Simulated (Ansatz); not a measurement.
# K (Im-3m, 1 atom in the cell): from the cell to its phonons

Wanted: vibrations and spectra of K (Im-3m, 1 atom in the cell); the cell is already relaxed.

Program: Ansatz 0.2.0. Level of theory: DFT PBE, scalar-relativistic, plane waves, PAW. Results are calculated unless marked as measured.

The database entry behind the starting cell lists a temperature near 5 K, so it need not match the best structure at ambient conditions.

**1. Set-up**

The structure is cubic, space group Im-3m (No. 229). The conventional cell has a = 5.282 Å, b = 5.282 Å, c = 5.282 Å, α = 90.00°, β = 90.00°, γ = 90.00°. Nearest to K lie 8 K at 4.57 Å.

**2. Response at finite wavevector**

The cell comes from relaxations at this level that are not shown. Stability and thermal properties need the whole zone. Linear response on a 4×4×4 q mesh gives force constants as far as a supercell of that size would.

Contents of input.yaml:

```yaml
crystal:
  lattice:
    - [-2.6409252701, 2.6409252701, 2.6409252701]
    - [2.6409252701, -2.6409252701, 2.6409252701]
    - [2.6409252701, 2.6409252701, -2.6409252701]
  atoms:
    - { symbol: K, position: [0.0, 0.0, 0.0] }
kpoints:
  mp_grid: { grid: [12, 12, 12] }
hamiltonian:
  xc: pbe
scf:
  occupations: { method: methfessel_paxton, width: 0.15 }
output:
  eigenvalues: true
phonons:
  method: dfpt
  qmesh: [4, 4, 4]
  temperatures: { t_max: 1000, t_step: 50 }
  qpath:
    path:
      - [[0.0, 0.0, 0.0], [0.5, -0.5, 0.5], [0.0, 0.0, 0.5], [0.0, 0.0, 0.0], [0.25, 0.25, 0.25], [0.5, -0.5, 0.5]]
      - [[0.25, 0.25, 0.25], [0.0, 0.0, 0.5]]
    npoints: 10
```

Command:

```sh
$ ansatz run input.yaml --threads 4 --pin off --max-ram 7168MiB --backend cpu --events-out ev --progress --plain --runs-dir out
```

Numbers of over 12 decimals in the logs are rounded to 6 here.

The log of the run:

```text
Engine: ansatz 0.2.0, aarch64-unknown-linux-gnu
Pseudopotentials: kind: paw
Pseudopotential: K, paw, valence charge 9, recommended cutoff 420 eV (normal), K.paw.azcp
Functional definition: PBE
  parameter kappa = 0.804
  parameter beta = 0.066725
  exchange = pbe_x(kappa = kappa, mu = beta*pi^2/3)
  correlation = pbe_c(beta = beta)
Crystal: 1 atoms, lattice volume = 73.676 Å³
Basis set: ecut = 420 eV, 1433 PW (Γ), exchange–correlation on 64×64×64 points (8 copies of the dense FFT grid, shifted against one another)
Bands: 9, of which v1, the nominal top of the filled ones, is band 5 counted from 1 (4 counted from 0)
Symmetry: 48 space group operations
k-points: 72 of 1728
Non-local potential: K, projectors of the file, l = 0: 3, l = 1: 2, l = 2: 2
PAW form: soft (Blöchl's): semilocal exchange-correlation on the pseudo side does not see the compensation charge
PAW one-centre angular grid: K, 110 points (default); XC on 64 Gauss nodes
Initial density: superposition of atomic densities (neutral atoms: chi_scale 0, normalization atom), corrected by the library's trained network
Initial wavefunctions: pseudopotential atomic-orbital guess
Functional: x = pbe(κ = 0.804, μ = 0.219515), c = pbe(β = 0.066725)
SCF iter   1: F=—  HF=-1537.783109 eV  |F-HF|=—  |Δ(HF+E_count)|=         —  Δρ=3.07e-4  dr2=3.48e-5  ethr=1.77e-3  ⟨swp⟩=5.0  Hψ=4614  notcnv=0
preconditioner: auto → Kerker (q_TF=auto, 1.922 Å⁻¹)  [metal: Δε(μ)=0.066 eV  Ē_g=4.039 eV  σ=0.150 eV  W_gap=0.36  n_scr=12 (ndim 8)  ℏωp=4.3 eV  f_vac=0.000  D(μ)=0.98/eV (n_scr^D=0)]
SCF iter   2: F=—  HF=-1537.782934 eV  |F-HF|=—  |Δ(HF+E_count)|=   1.75e-4  S|Δr|=    0.00e0  Δρ=2.44e-4  dr2=4.27e-5  ethr=3.87e-7  ⟨swp⟩=2.3  Hψ=1593  notcnv=0
SCF iter   3: F=—  HF=-1537.783003 eV  |F-HF|=—  |Δ(HF+E_count)|=   6.91e-5  S|Δr|=    0.00e0  Δρ=8.37e-5  dr2=5.84e-6  ethr=3.87e-7  ⟨swp⟩=2.0  Hψ=884  notcnv=0
SCF iter   4: F=—  HF=-1537.783021 eV  |F-HF|=—  |Δ(HF+E_count)|=   1.73e-5  S|Δr|=    0.00e0  Δρ=4.74e-5  dr2=1.18e-6  ethr=6.49e-8  ⟨swp⟩=2.1  Hψ=912  notcnv=0
SCF iter   5: F=—  HF=-1537.783022 eV  |F-HF|=—  |Δ(HF+E_count)|=   1.39e-6  S|Δr|=    0.00e0  Δρ=1.32e-5  dr2=1.13e-7  ethr=1.31e-8  ⟨swp⟩=2.5  Hψ=956  notcnv=0
SCF iter   6: F=—  HF=-1537.783022 eV  |F-HF|=—  |Δ(HF+E_count)|=   4.76e-9  S|Δr|=    0.00e0  Δρ=8.97e-7  dr2=8.37e-10  ethr=1.25e-9  ⟨swp⟩=2.0  Hψ=927  notcnv=0
SCF iter   7: F=—  HF=-1537.783022 eV  |F-HF|=—  |Δ(HF+E_count)|=   1.22e-9  S|Δr|=    0.00e0  Δρ=4.19e-7  dr2=1.03e-10  ethr=9.30e-12  ⟨swp⟩=2.6  Hψ=966  notcnv=0
SCF iter   8: F=—  HF=-1537.783022 eV  |F-HF|=—  |Δ(HF+E_count)|=  2.21e-11  S|Δr|=    0.00e0  Δρ=1.31e-7  dr2=1.10e-11  ethr=1.14e-12  ⟨swp⟩=2.5  Hψ=965  notcnv=0
SCF iter   9: F=-1537.783022 eV  HF=-1537.783022 eV  |F-HF|=1.14e-12  |Δ(HF+E_count)|=  4.32e-12  S|Δr|=    0.00e0  Δρ=5.24e-8  dr2=1.87e-12  ethr=1.00e-12  ⟨swp⟩=5.0  Hψ=2266  notcnv=0
SCF 1 converged in 9 iterations: F = -1537.783022 eV  dr2 = 1.87e-12
  greatest PAW one-centre occupation: 0.988 electrons in one spin orbital (limit 2), on the K atom at site 0 (counted from 0), in its partial waves of l = 0
NSCF: frozen V_eff on 72 k-points
NSCF: frozen V_eff on 163 k-points
DFPT response loops at q = (0, 0, 0) (fractional): preconditioner auto → Kerker (q_TF=auto, 1.922 Å⁻¹) (partly filled bands, converged f_vac=0.000); β = 1.00, the filter's whole step (`scf.mixing.beta` (0.50) is not read by the response loops under this deck's `scf.mixing.preconditioner`; to damp them name `kerker` or `kerker_dos`, under which they read `scf.mixing.beta`, and type it under 1.00, their step now; both keys bind the ground state too); Broyden in place of MSR1
NSCF: frozen V_eff on 1872 k-points
DFPT response loops at q = (0, 0, 0.25) (fractional): mixed as the last ones told, above
NSCF: frozen V_eff on 952 k-points
DFPT response loops at q = (0, 0, -0.5) (fractional): mixed as the last ones told, above
NSCF: frozen V_eff on 3456 k-points
DFPT response loops at q = (0, 0.25, 0.25) (fractional): mixed as the last ones told, above
NSCF: frozen V_eff on 524 k-points
DFPT response loops at q = (0.25, 0.25, 0.25) (fractional): mixed as the last ones told, above
NSCF: frozen V_eff on 1020 k-points
DFPT response loops at q = (0.25, 0.25, -0.25) (fractional): mixed as the last ones told, above
NSCF: frozen V_eff on 1872 k-points
DFPT response loops at q = (0.25, -0.5, -0.5) (fractional): mixed as the last ones told, above
NSCF: frozen V_eff on 326 k-points
DFPT response loops at q = (-0.5, -0.5, -0.5) (fractional): mixed as the last ones told, above
SCF converged after 9 iterations
Stability not checked: this state was not tested for a lower state beside it, because cold or Methfessel-Paxton smearing, or corrected tetrahedra, fill the levels in a way that the test cannot read (fill_not_monotonic; see scf.lower_state_search)
Free energy (F): -1537.783022 eV
Harris-Foulkes:  -1537.783022 eV  (|F-HF|=1.14e-12)
Internal energy: -1537.781817 eV  (E = F + TS)
E sigma→0 (E₀):  -1537.782721 eV
Entropy (-TS):   -0.001205 eV (-1.205 meV/atom)
Fermi energy:    1.739196 eV
--- Per-component energies (eV) ---
  E_band       = -142.935539
  E_kinetic    = 252.214198
  E_local      = -754.851871  (includes V_loc(G=0)·N_el)
  E_nonlocal   = 12.931706
  E_hartree    = 269.360488
  E_xc         = -133.770260
  E_vxc        = -163.055728  (∫ρ·V_xc dr)
  E_paw        = -781.846925  (= ΣΔE_a)
  E_vpaw       = -28.894779  (= ΣTr[D̂ρ^β])
  E_aug_tail   = -0.000003  (compensation charges beyond the density's cutoff)
  E_ewald      = -401.819150
  E_smearing   = -0.001205  (= −TS)
  E_closure    = -0.000000  (closes the sum)
  Σ components = -1537.783022   (vs F -1537.783022, Δ=0.00e0)
--- Band table (eV; the first three rows and the last of 72) ---
  k-point 0: bands = ["-30.3762", "-13.8267", "-13.8267", "-13.8267", "-0.4002", "6.0353", "6.0353", "6.0353", "6.9311"]
  k-point 1: bands = ["-30.3760", "-13.8313", "-13.8282", "-13.8267", "-0.3139", "5.9069", "5.9232", "6.1030", "6.7771"]
  k-point 2: bands = ["-30.3752", "-13.8437", "-13.8324", "-13.8267", "-0.0590", "5.4088", "5.6608", "6.3043", "6.6907"]
  k-point 71: bands = ["-30.3690", "-13.8753", "-13.8753", "-13.8753", "3.4270", "3.4270", "5.2213", "5.2213", "5.2213"]
--- Phonons (Γ-DFPT): 1 representative perturbation + reference (Σ response iterations 3) ---
  ASR residual: 7.069e-5 → 0.000e0 eV/Å²; symmetrization residual: 4.358e-13 eV/Å²
  ASR residual per site (eV/Å²): 7.07e-5
  Γ frequencies (cm⁻¹): 0.00 0.00 0.00
--- Phonons (arbitrary-q DFPT): 8 irreducible q on the 4×4×4 mesh ---
  q = [0.0000, 0.0000, 0.0000] (star 1, of the zone-centre solve; hermiticity 3.47e-10, symmetrization 6.16e-9): 0.00 0.00 0.00
  q = [0.0000, 0.0000, 0.2500] (star 12, 2 solved perturbations in 1446 linear systems a pass and spin channel, the states on 936 of 1728 k-point pairs; hermiticity 2.26e-12, symmetrization 2.43e-12): 11.77 35.10 53.56
  q = [0.0000, 0.0000, -0.5000] (star 6, 2 solved perturbations in 756 linear systems a pass and spin channel, the states on 476 of 1728 k-point pairs; hermiticity 1.65e-7, symmetrization 1.06e-7): 16.04 49.67 76.27
  q = [0.0000, 0.2500, 0.2500] (star 24, 2 solved perturbations in 2664 linear systems a pass and spin channel, the states on 1728 of 1728 k-point pairs; hermiticity 2.69e-6, symmetrization 1.91e-13): 30.21 54.23 70.68
  q = [0.2500, 0.2500, 0.2500] (star 2, 1 solved perturbation on 262 of 1728 k-point pairs; hermiticity 2.10e-13, symmetrization 1.36e-12): 57.86 57.86 57.86
  q = [0.2500, 0.2500, -0.2500] (star 6, 2 solved perturbations in 804 linear systems a pass and spin channel, the states on 510 of 1728 k-point pairs; hermiticity 4.62e-13, symmetrization 1.09e-12): 50.51 50.51 54.33
  q = [0.2500, -0.5000, -0.5000] (star 12, 2 solved perturbations in 1446 linear systems a pass and spin channel, the states on 936 of 1728 k-point pairs; hermiticity 1.54e-8, symmetrization 9.31e-9): 50.16 62.34 74.25
  q = [-0.5000, -0.5000, -0.5000] (star 1, 1 solved perturbation on 163 of 1728 k-point pairs; hermiticity 5.82e-8, symmetrization 2.91e-8): 72.57 72.57 72.57
  sum rule: each row above includes the acoustic sum rule's correction from the zone centre's row sums; it moved no ω² by more than (0.70 cm⁻¹)²
  mesh force constants: q→R imaginary residual 0.00e0; ASR residual 7.069e-5 → 0.000e0 eV/Å²; symmetrization residual 5.551e-17 eV/Å²
  interpolated dispersion: 62 rows × 3 modes
  density of states and harmonic sums: on the 20×20×20 q-mesh, interpolated from the force constants of a 4×4×4 supercell (no non-analytic term)
  largest difference from the sums on the solved wave vectors: F 9.38e-3 eV, S 1.34e-5 and C_V 4.01e-6 eV/K
  zero-point energy: 0.009301 eV/cell   skipped modes (ω ≤ 0): 3   left out of the sums: 1.25e-4 of the cell's modes: C_V's classical limit lies that fraction below 3 k_B per atom; for a crystal, a wire or a layer, F and S can be off by more, and a phonons.interpolated_qmesh denser along its periods is the remedy for the sampling
```

The job ended after 78 s (4 threads of Arm Neoverse V2, shared host; peak memory 2.4 GiB).

This step gave:

| Item | Value |
| --- | --- |
| volume per atom | 73.68 Å³ |
| gap on the k-mesh | 0 eV |
| sum-rule residual before enforcement | 7.07e-5 eV/Å² |
| lowest frequency on the path | 0 cm⁻¹ |
| highest frequency on the path or at a solved wavevector | 76.3 cm⁻¹ |
| mean frequency | 50 cm⁻¹ |
| Debye temperature (second moment) | 99 K |
| logarithmic mean frequency | 46 cm⁻¹ |
| lowest mode on the q mesh (acoustic modes at Γ apart) | 11.77 cm⁻¹ |
| zero-point energy per atom | 9.3 meV |
| heat capacity at 300 K | 24.81 J/(mol atoms K) |
| vibrational entropy at 300 K | 62.70 J/(mol atoms K) |

Frequencies (cm⁻¹) solved at each irreducible wavevector; negative means imaginary. Frequencies by wavevector, by row:

```
q in reciprocal lattice units  star  mode 1  mode 2  mode 3
                        0 0 0     1       0       0       0
                     0 0 0.25    12    11.8    35.1    53.6
                     0 0 -0.5     6      16    49.7    76.3
                  0 0.25 0.25    24    30.2    54.2    70.7
               0.25 0.25 0.25     2    57.9    57.9    57.9
              0.25 0.25 -0.25     6    50.5    50.5    54.3
               0.25 -0.5 -0.5    12    50.2    62.3    74.2
               -0.5 -0.5 -0.5     1    72.6    72.6    72.6
```

Interpolated from a 4×4×4 q mesh. The phonon branches at the labelled points (cm⁻¹):

```
    point  branch 1  branch 2  branch 3
        Γ         0         0         0
  halfway        50        50        54
        H        73        73        73
  halfway        50        62        74
        N        16        50        76
  halfway        12        35        54
        Γ         0         0         0
  halfway        31        31        62
        P        58        58        58
  halfway        39        69        69
        H        73        73        73
jump to P        58        58        58
  halfway        35        54        72
        N        16        50        76
```

The phonon branches as a text plot (rows in cm⁻¹):

```
     75 |              ********                               ***
     72 |          ****        *                      *****  *
     68 |         *   **        *           ***     **      *
     65 |        *     **                      *  **    *
     62 |                *                 *     *         *
     59 |       *       * *                     *      *   *
     56 |     **                                            **
     52 |                  *     *        *    *           *  *
     49 |     **         *  ***               *  *    *        **
     46 |    *                 *                            *
     43 |    *            *     * *      *   *
     40 |                                         *  *       *
     37 |   *                    *          *
     33 |   *                      *               **
     30 |                         *     *  *                  *
     27 |  *               *
     24 |                          **     *
     21 |  *                                                   *
     17 |                   ***          *                      *
     14 | *                    **   *  *
     11 | *                      **  *  *
      8 |                          * *
      5 |                           *  *
      2 |*                           **
         Γ           H       N        Γ         P        H|P    N
```

Tetrahedra on a 20×20×20 mesh, mean over bins of 1 cm-1. Interpolated from a 4×4×4 q mesh. Phonon density of states against wavenumber; read off at these points:

wavenumber (cm⁻¹), phonon density of states (1/cm⁻¹/cell) and a bar:
```
      0.5      0.000 
      3.5      0.000 
      5.5      0.001 
      8.5      0.003 #
     10.5      0.005 #
     13.5      0.009 ##
     16.5      0.019 ####
     18.5      0.025 ######
     21.5      0.029 #######
     24.5      0.034 ########
     26.5      0.038 #########
     29.5      0.046 ###########
     31.5      0.052 ############
     32.5      0.054 #############
     34.5      0.043 ##########
     37.5      0.037 #########
     39.5      0.037 ########
     42.5      0.037 #########
     45.5      0.041 #########
     47.5      0.045 ##########
     50.5      0.062 ##############
     52.5      0.058 ##############
     55.5      0.055 #############
     58.5      0.050 ############
     60.5      0.047 ###########
     63.5      0.047 ###########
     66.5      0.052 ############
     68.5      0.065 ###############
     71.5      0.128 ##############################
     72.5      0.129 ##############################
     73.5      0.081 ###################
     76.5      0.001
```

Second derivatives of the energy by pair, one row for each kind of neighbour of each atom listed. Each entry sums the pair over the periodic images of the supercell that the q mesh stands for, and in a polar crystal it holds the long-range dipole part too. Force constants by pair, by row:

```
atom  neighbour  distance (Å)  third of the trace (eV/Å²)  along the pair's line (eV/Å²)
  K1     itself             0                      0.4057                              –
  K1          K         4.574                     -0.0463                        -0.1488
  K1          K         5.282                     -0.0086                        -0.0195
  K1          K          7.47                       0.002                          0.005
```

Harmonic thermodynamic functions per atom, from the density of states. Interpolated from a 4×4×4 q mesh. Thermodynamic functions, by row:

```
T (K)  F_vib (meV/atom)  S (J/mol-atom/K)  C_V (J/mol-atom/K)
    0               9.3                 0                   0
   50              4.85              20.2               20.76
  100            -10.05             35.83               23.77
  200            -56.86             52.68               24.64
  300              -117              62.7               24.81
  400            -185.9             69.85               24.86
  500            -261.2              75.4               24.89
  600            -341.8             79.94               24.91
  700            -426.7             83.78               24.92
  800            -515.3             87.11               24.92
  900            -607.1             90.05               24.93
 1000            -701.9             92.67               24.93
```

Harmonic mean-square displacement, third of the trace. Interpolated from a 4×4×4 q mesh. Mean square displacements, by row:

```
T (K)  K1 U_eq (Å²)
    0       0.01058
  100       0.05449
  300        0.1607
  600         0.321
```

Symmetry leaves 8 wavevectors to solve. The lowest mode among them, the acoustic zeros apart, lies at q = (0, 0, 0.25) and is real, 11.8 cm⁻¹.

(Continued in part 2 of 2.)

[Logs are printed without paths, hosts, clocks, repeated set-up lines and the standing remarks that a program may print on its own settings, such as how far it seeks lower states.]

[Hosts, paths, dates, database ids (printed as entryN), source tags and the programs' standing remarks are cut or masked in the printed files.]
